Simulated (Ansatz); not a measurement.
# Amorphous Si: valence band and core levels, part 3 of 7

Wanted: XPS lines and valence band of amorphous Si, from a random start taken through short hot and cool dynamics.

Ansatz 0.2.0; DFT, LDA, plane-wave PAW, default files, scalar-relativistic.

So far. Step 3 (Dynamics at 2800 K): Beyond half the shortest lattice vector, 4.2 Å, g(r) counts periodic images.

## 4. Dynamics at 1540 K

A short run with the thermostat set to 1540 K, starting from rest and too brief to equilibrate, lets it settle further; the cutoff and mesh are cut down, since only a plausible structure is wanted.

File input.yaml:

```yaml
crystal:
  lattice:
    - [8.4978037057, 0.0, 0.0]
    - [0.0, 8.4978037057, 0.0]
    - [0.0, 0.0, 8.4978037057]
  atoms:
    - { symbol: Si, position: [0.4491693737, 0.286168048, 0.8024556514] }
    - { symbol: Si, position: [0.1516081052, 0.6823657561, 0.647890376] }
    - { symbol: Si, position: [0.2423524719, 0.1898744061, 0.2367298271] }
    - { symbol: Si, position: [0.6356717729, 0.5960783476, 0.1383168925] }
    - { symbol: Si, position: [0.5331828259, 0.7460080155, 0.3620871431] }
    - { symbol: Si, position: [0.6047872566, 1.0556629189, 0.4366624165] }
    - { symbol: Si, position: [0.7456010189, 0.5275312073, 0.4101676357] }
    - { symbol: Si, position: [0.47940234, 1.0289929186, 0.2048158066] }
    - { symbol: Si, position: [0.7284661763, 0.1194636468, -0.1231134821] }
    - { symbol: Si, position: [0.3371267247, 0.8827973765, 0.6432181511] }
    - { symbol: Si, position: [0.8479200861, 0.8056232821, 0.4995855936] }
    - { symbol: Si, position: [0.3982815837, 0.6119194379, 0.7799678318] }
    - { symbol: Si, position: [0.8084062426, 0.6085162243, 0.8684893763] }
    - { symbol: Si, position: [0.4174647413, 0.393799858, 0.2168612576] }
    - { symbol: Si, position: [0.6400764361, 0.748497544, 0.6850500356] }
    - { symbol: Si, position: [0.3707642303, 0.1754600858, 0.5501012762] }
    - { symbol: Si, position: [0.0222426945, 0.2050659605, 0.5419443862] }
    - { symbol: Si, position: [0.0057258719, 0.4049524884, 0.3488908455] }
    - { symbol: Si, position: [0.6456374515, 1.2713496778, 0.2608970687] }
    - { symbol: Si, position: [0.1307065405, 0.4047756014, -0.1977655125] }
    - { symbol: Si, position: [0.7738073218, 0.0127371903, 0.6249606123] }
    - { symbol: Si, position: [0.9494207022, 0.1576193956, 0.2813531119] }
    - { symbol: Si, position: [0.6697488021, 0.8856394916, 0.0374719081] }
    - { symbol: Si, position: [1.0258253105, 0.908054165, 0.7065956122] }
    - { symbol: Si, position: [0.8499003764, 0.3401378753, 0.8214592788] }
    - { symbol: Si, position: [0.2417007892, 0.4325671631, 0.5403627786] }
    - { symbol: Si, position: [0.626283875, 0.4217700681, 0.6521954649] }
    - { symbol: Si, position: [0.8023888606, 0.9151045958, 0.2436079473] }
    - { symbol: Si, position: [0.8760232329, 0.3849867655, 0.1254945777] }
    - { symbol: Si, position: [0.183755039, 0.4341517991, 0.0910635059] }
kpoints:
  mp_grid: { grid: [1, 1, 1] }
scf:
  occupations: { method: fermi_dirac, width: 0.1 }
  n_extra_bands: 21
hamiltonian:
  xc: lda
  pseudopotentials: { kind: paw }
output:
  forces: true
basis:
  ecutwfc: 320
md:
  timestep: 2.5
  n_steps: 120
  ensemble: nvt_langevin
  temperature: 1540
  seed: 0
```

Command:

```console
$ ansatz run input.yaml --threads 4 --pin off --max-ram 8192MiB --backend cpu --events-out ev --progress --plain --runs-dir out
```

Numbers of over 12 decimals in the logs are rounded to 6 here.

Output:

```text
[...]
Crystal: 30 atoms, lattice volume = 613.649 Å³
Basis set: ecut = 320 eV, 8025 PW (Γ)
Bands: 81, of which v1, the nominal top of the filled ones, is band 60 counted from 1 (59 counted from 0)
Symmetry: 1 space group operations
k-points: 1
[...]
SCF iter   1: F=—  HF=-18242.591194 eV  |F-HF|=—  |Δ(HF+E_count)|=         —  Δρ=9.79e-3  dr2=1.72e0  ethr=1.77e-3  ⟨swp⟩=9.0  Hψ=462  notcnv=0
[...]
SCF iter  10: F=-18242.193879 eV  HF=-18242.193879 eV  |F-HF|=3.90e-9  |Δ(HF+E_count)|=  8.00e-10  Δρ=6.72e-7  dr2=6.15e-9  ethr=2.50e-11  ⟨swp⟩=4.0  Hψ=272  notcnv=0
SCF 1 converged in 10 iterations: F = -18242.193879 eV  dr2 = 6.15e-9
[...]
md step     0: t =     0.00 fs  T =     0.0 K  F+E_penalty+E_count = -18242.19387878 eV  E_kin = 0.000000 eV  (10 SCF iters)
[...]
SCF iter   7: F=-18242.277763 eV  HF=-18242.277763 eV  |F-HF|=3.09e-9  |Δ(HF+E_count)|=   6.08e-9  Δρ=5.23e-7  dr2=4.25e-9  ethr=2.50e-11  ⟨swp⟩=4.0  Hψ=267  notcnv=0
SCF 2 converged in 7 iterations: F = -18242.277763 eV  dr2 = 4.25e-9
md step     1: t =     2.50 fs  T =    90.6 K  F+E_penalty+E_count = -18242.27776295 eV  E_kin = 0.351460 eV  (7 SCF iters)
[...]
SCF iter   7: F=-18242.526957 eV  HF=-18242.526957 eV  |F-HF|=1.89e-8  |Δ(HF+E_count)|=   4.04e-8  Δρ=1.31e-6  dr2=2.64e-8  ethr=1.71e-11  ⟨swp⟩=3.0  Hψ=345  notcnv=0
SCF 3 converged in 7 iterations: F = -18242.526957 eV  dr2 = 2.64e-8
md step     2: t =     5.00 fs  T =   223.7 K  F+E_penalty+E_count = -18242.52695694 eV  E_kin = 0.867348 eV  (7 SCF iters)
[... from here on, the SCF cycles and remarks between the steps are left out ...]
md step     3: t =     7.50 fs  T =   407.0 K  F+E_penalty+E_count = -18242.93716641 eV  E_kin = 1.578116 eV  (8 SCF iters)
md step     4: t =    10.00 fs  T =   606.5 K  F+E_penalty+E_count = -18243.45629669 eV  E_kin = 2.351813 eV  (8 SCF iters)
md step     5: t =    12.50 fs  T =   724.2 K  F+E_penalty+E_count = -18243.96480402 eV  E_kin = 2.808315 eV  (7 SCF iters)
md step     6: t =    15.00 fs  T =   876.3 K  F+E_penalty+E_count = -18244.38076705 eV  E_kin = 3.398248 eV  (7 SCF iters)
md step     7: t =    17.50 fs  T =  1075.5 K  F+E_penalty+E_count = -18244.70516985 eV  E_kin = 4.170417 eV  (7 SCF iters)
md step     8: t =    20.00 fs  T =  1103.5 K  F+E_penalty+E_count = -18244.95689151 eV  E_kin = 4.279057 eV  (7 SCF iters)
md step     9: t =    22.50 fs  T =  1163.9 K  F+E_penalty+E_count = -18245.16182239 eV  E_kin = 4.513410 eV  (7 SCF iters)
md step    10: t =    25.00 fs  T =  1365.0 K  F+E_penalty+E_count = -18245.30885236 eV  E_kin = 5.293030 eV  (9 SCF iters)
md step    11: t =    27.50 fs  T =  1437.7 K  F+E_penalty+E_count = -18245.38360230 eV  E_kin = 5.575180 eV  (7 SCF iters)
md step    12: t =    30.00 fs  T =  1530.4 K  F+E_penalty+E_count = -18245.41327978 eV  E_kin = 5.934767 eV  (6 SCF iters)
md step    13: t =    32.50 fs  T =  1533.2 K  F+E_penalty+E_count = -18245.40774224 eV  E_kin = 5.945424 eV  (6 SCF iters)
md step    14: t =    35.00 fs  T =  1494.8 K  F+E_penalty+E_count = -18245.37049518 eV  E_kin = 5.796609 eV  (7 SCF iters)
md step    15: t =    37.50 fs  T =  1536.8 K  F+E_penalty+E_count = -18245.30169672 eV  E_kin = 5.959481 eV  (6 SCF iters)
md step    16: t =    40.00 fs  T =  1565.8 K  F+E_penalty+E_count = -18245.19711724 eV  E_kin = 6.071805 eV  (7 SCF iters)
md step    17: t =    42.50 fs  T =  1591.5 K  F+E_penalty+E_count = -18245.08502559 eV  E_kin = 6.171463 eV  (6 SCF iters)
md step    18: t =    45.00 fs  T =  1519.3 K  F+E_penalty+E_count = -18245.00105484 eV  E_kin = 5.891498 eV  (6 SCF iters)
md step    19: t =    47.50 fs  T =  1432.4 K  F+E_penalty+E_count = -18244.97134336 eV  E_kin = 5.554480 eV  (7 SCF iters)
md step    20: t =    50.00 fs  T =  1465.4 K  F+E_penalty+E_count = -18244.99536677 eV  E_kin = 5.682579 eV  (9 SCF iters)
md step    21: t =    52.50 fs  T =  1470.5 K  F+E_penalty+E_count = -18245.04297478 eV  E_kin = 5.702226 eV  (7 SCF iters)
md step    22: t =    55.00 fs  T =  1446.5 K  F+E_penalty+E_count = -18245.11994722 eV  E_kin = 5.609373 eV  (7 SCF iters)
md step    23: t =    57.50 fs  T =  1485.8 K  F+E_penalty+E_count = -18245.24441387 eV  E_kin = 5.761598 eV  (7 SCF iters)
md step    24: t =    60.00 fs  T =  1407.4 K  F+E_penalty+E_count = -18245.41318559 eV  E_kin = 5.457662 eV  (6 SCF iters)
md step    25: t =    62.50 fs  T =  1569.5 K  F+E_penalty+E_count = -18245.64792075 eV  E_kin = 6.086163 eV  (6 SCF iters)
md step    26: t =    65.00 fs  T =  1570.7 K  F+E_penalty+E_count = -18245.92569859 eV  E_kin = 6.090931 eV  (6 SCF iters)
md step    27: t =    67.50 fs  T =  1752.3 K  F+E_penalty+E_count = -18246.19750234 eV  E_kin = 6.795228 eV  (6 SCF iters)
md step    28: t =    70.00 fs  T =  1920.4 K  F+E_penalty+E_count = -18246.45811416 eV  E_kin = 7.446789 eV  (7 SCF iters)
md step    29: t =    72.50 fs  T =  1873.5 K  F+E_penalty+E_count = -18246.67567987 eV  E_kin = 7.264921 eV  (7 SCF iters)
md step    30: t =    75.00 fs  T =  1879.2 K  F+E_penalty+E_count = -18246.81559185 eV  E_kin = 7.287118 eV  (8 SCF iters)
md step    31: t =    77.50 fs  T =  1963.9 K  F+E_penalty+E_count = -18246.93161836 eV  E_kin = 7.615473 eV  (6 SCF iters)
md step    32: t =    80.00 fs  T =  1864.4 K  F+E_penalty+E_count = -18247.05197973 eV  E_kin = 7.229788 eV  (6 SCF iters)
md step    33: t =    82.50 fs  T =  1935.2 K  F+E_penalty+E_count = -18247.18288828 eV  E_kin = 7.504217 eV  (6 SCF iters)
md step    34: t =    85.00 fs  T =  1895.8 K  F+E_penalty+E_count = -18247.27134751 eV  E_kin = 7.351551 eV  (6 SCF iters)
md step    35: t =    87.50 fs  T =  1746.1 K  F+E_penalty+E_count = -18247.30126674 eV  E_kin = 6.770997 eV  (7 SCF iters)
md step    36: t =    90.00 fs  T =  1750.0 K  F+E_penalty+E_count = -18247.34251917 eV  E_kin = 6.786163 eV  (7 SCF iters)
md step    37: t =    92.50 fs  T =  1701.1 K  F+E_penalty+E_count = -18247.43277916 eV  E_kin = 6.596639 eV  (7 SCF iters)
md step    38: t =    95.00 fs  T =  1849.9 K  F+E_penalty+E_count = -18247.58024610 eV  E_kin = 7.173411 eV  (6 SCF iters)
md step    39: t =    97.50 fs  T =  1847.2 K  F+E_penalty+E_count = -18247.73990180 eV  E_kin = 7.163057 eV  (7 SCF iters)
[...]
md step    67: t =   167.50 fs  T =  2253.7 K  F+E_penalty+E_count = -18249.83271210 eV  E_kin = 8.739246 eV  (7 SCF iters)
md step    68: t =   170.00 fs  T =  2293.7 K  F+E_penalty+E_count = -18249.85465256 eV  E_kin = 8.894348 eV  (6 SCF iters)
md step    69: t =   172.50 fs  T =  2235.8 K  F+E_penalty+E_count = -18249.77180137 eV  E_kin = 8.669964 eV  (7 SCF iters)
md step    70: t =   175.00 fs  T =  2210.5 K  F+E_penalty+E_count = -18249.61576767 eV  E_kin = 8.571905 eV  (10 SCF iters)
md step    71: t =   177.50 fs  T =  2092.2 K  F+E_penalty+E_count = -18249.35497519 eV  E_kin = 8.113204 eV  (7 SCF iters)
md step    72: t =   180.00 fs  T =  1808.6 K  F+E_penalty+E_count = -18248.98920559 eV  E_kin = 7.013302 eV  (7 SCF iters)
md step    73: t =   182.50 fs  T =  1802.5 K  F+E_penalty+E_count = -18248.57654439 eV  E_kin = 6.989640 eV  (7 SCF iters)
md step    74: t =   185.00 fs  T =  1818.5 K  F+E_penalty+E_count = -18248.14654830 eV  E_kin = 7.051878 eV  (8 SCF iters)
md step    75: t =   187.50 fs  T =  1659.8 K  F+E_penalty+E_count = -18247.71890712 eV  E_kin = 6.436454 eV  (7 SCF iters)
md step    76: t =   190.00 fs  T =  1573.7 K  F+E_penalty+E_count = -18247.37311394 eV  E_kin = 6.102634 eV  (7 SCF iters)
md step    77: t =   192.50 fs  T =  1564.2 K  F+E_penalty+E_count = -18247.14658843 eV  E_kin = 6.065824 eV  (8 SCF iters)
SCF iter   1: F=—  HF=-18247.071525 eV  |F-HF|=—  |Δ(HF+E_count)|=         —  Δρ=3.41e-4  dr2=1.28e-3  ethr=1.19e-5  ⟨swp⟩=6.0  Hψ=234  notcnv=0
[...]
SCF iter   8: F=-18247.071174 eV  HF=-18247.071174 eV  |F-HF|=2.29e-9  |Δ(HF+E_count)|=   3.86e-9  Δρ=5.07e-7  dr2=3.44e-9  ethr=2.50e-11  ⟨swp⟩=4.0  Hψ=270  notcnv=0
SCF 79 converged in 8 iterations: F = -18247.071174 eV  dr2 = 3.44e-9
[...]
md step    78: t =   195.00 fs  T =  1597.5 K  F+E_penalty+E_count = -18247.07117371 eV  E_kin = 6.194953 eV  (8 SCF iters)
SCF iter   1: F=—  HF=-18247.186491 eV  |F-HF|=—  |Δ(HF+E_count)|=         —  Δρ=3.84e-4  dr2=1.69e-3  ethr=1.07e-5  ⟨swp⟩=4.0  Hψ=231  notcnv=0
[...]
SCF iter   2: F=—  HF=-18247.186267 eV  |F-HF|=—  |Δ(HF+E_count)|=   2.24e-4  Δρ=2.34e-4  dr2=8.59e-4  ethr=1.41e-6  ⟨swp⟩=2
```

Run time: 1.9 min. Hardware: 4 threads of Intel Xeon at 2.80GHz (Skylake/Cascade Lake), shared host; peak memory 0.44 GiB; 5 min of CPU time.

Rows from the run:

```
time (fs)  T (K)  potential (meV/atom)
      0.0      0                   0.0
     20.0   1103                 -92.1
     40.0   1566                -100.1
     60.0   1407                -107.3
     80.0   1864                -161.9
    100.0   2014                -189.4
    120.0   1996                -154.8
    140.0   1760                -153.1
    160.0   2102                -229.6
    180.0   1809                -226.5
    200.0   1799                -173.6
    220.0   1669                -201.0
    240.0   1747                -189.8
    260.0   1772                -184.8
    280.0   1773                -167.8
    300.0   1517                -171.0
```

Mean square displacement at the end: Si 1.6 Å².

Positions (Å) and forces (eV/Å) at 300.0 fs:

```xyz
30
Lattice="8.498 0.000 0.000 0.000 8.498 0.000 0.000 0.000 8.498" Properties=species:S:1:pos:R:3:forces:R:3 pbc="T T T"
Si    4.614    2.331    5.588   -0.280   -1.738   -2.821
Si    0.590    5.309    5.078    0.114   -1.588    0.225
Si    2.808    1.090    1.574   -0.738    0.975    0.846
Si    5.793    5.775    0.548    0.571    2.540   -2.687
Si    6.145    6.807    3.636   -1.263   -0.380   -2.867
Si    6.432    9.774    3.445    1.193   -2.190    1.916
Si    7.193    4.380    3.145   -0.583    0.268    1.298
Si    4.710    9.067    0.333    0.840   -0.456    0.387
Si    5.395    2.575   -0.817    0.432    0.185    1.596
Si    2.493    6.713    5.341    0.900    0.488   -0.572
Si    7.307    6.806    5.484    1.279   -0.331    0.934
Si    3.943    4.515    4.377   -0.040    0.297   -0.524
Si    5.300    5.430    6.194   -1.239    2.093    1.553
Si    4.724    4.864    2.167   -1.611   -1.730    1.554
Si    4.778    7.952    5.141   -1.433    0.104    0.562
Si    2.852    1.141    4.422    0.726   -0.391    0.073
Si    0.773    2.457    4.712    0.028    0.538    1.133
Si    0.087    3.044    1.794    0.931   -0.789    0.681
Si    5.596   11.130    2.158   -2.439    2.423   -3.085
Si    3.072    3.803   -2.097   -2.141    0.774    1.394
Si    6.984    0.837    5.607    0.146    1.254    1.304
Si    8.473    0.113    2.561    0.466    1.039   -0.816
Si    6.241    7.854   -1.159   -1.000   -0.180    1.071
Si    9.124    8.375    4.994    0.788   -0.201   -0.659
Si    8.487    3.512    6.833    0.043    0.404   -1.460
Si    1.899    4.083    3.229   -0.524   -0.624   -0.428
Si    6.441    3.735    5.413    2.976   -1.257   -1.241
Si    6.443    7.880    1.358    0.754   -0.103    0.647
Si    6.905    3.857    0.412    0.979   -1.257   -1.123
Si    3.371    3.420    0.640    0.127   -0.168    1.109
```

The pair distribution g(r), Si–Si has structure finer than the step of the table below, so its rows give means over 0.25 Å, whole bins alone (the curve runs from 0.0372 to 5.91 Å). Peaks (Å: height): 2.417: 2.62, 2.565: 2.44, 2.788: 1.64, 3.234: 1.33, 4.647: 1.35, 5.242: 1.27.

From the last frames. The pair distribution g(r), Si–Si by r; means over each step:

```
r (Å)  pair distribution g(r), Si–Si
 1.75                              0
 2.00                          0.152
 2.25                           1.49
 2.50                           2.23
 2.75                           1.46
 3.00                           1.15
 3.25                           1.18
 3.50                          0.906
 3.75                          0.625
 4.00                          0.724
 4.25                          0.882
 4.50                          0.945
 4.75                           1.10
 5.00                           1.07
 5.25                           1.21
 5.50                           1.09
 5.75                          0.923
```

Beyond half the shortest lattice vector, 4.2 Å, g(r) counts periodic images.

Numbers from this step:

- free energy: -18247.3242 eV
- energy at zero smearing: -18247.2222 eV
- smearing term TS: 0.2041 eV
- Fermi energy: 5.861 eV
- gap by band count: 0.3788 eV

(Part 3 of 7 ends here.)

[Logs are printed without paths, hosts, clocks, repeated set-up lines and the standing remarks that a program may print on its own settings, such as how far it seeks lower states.]

[Hosts, paths, dates, database ids (printed as entryN), source tags and the programs' standing remarks are cut or masked in the printed files.]

[Maps of the electrostatic potential energy from Ansatz leave out the sawtooth potential of an applied field or a dipole correction, so their vacuum need not be flat; work functions include it.]
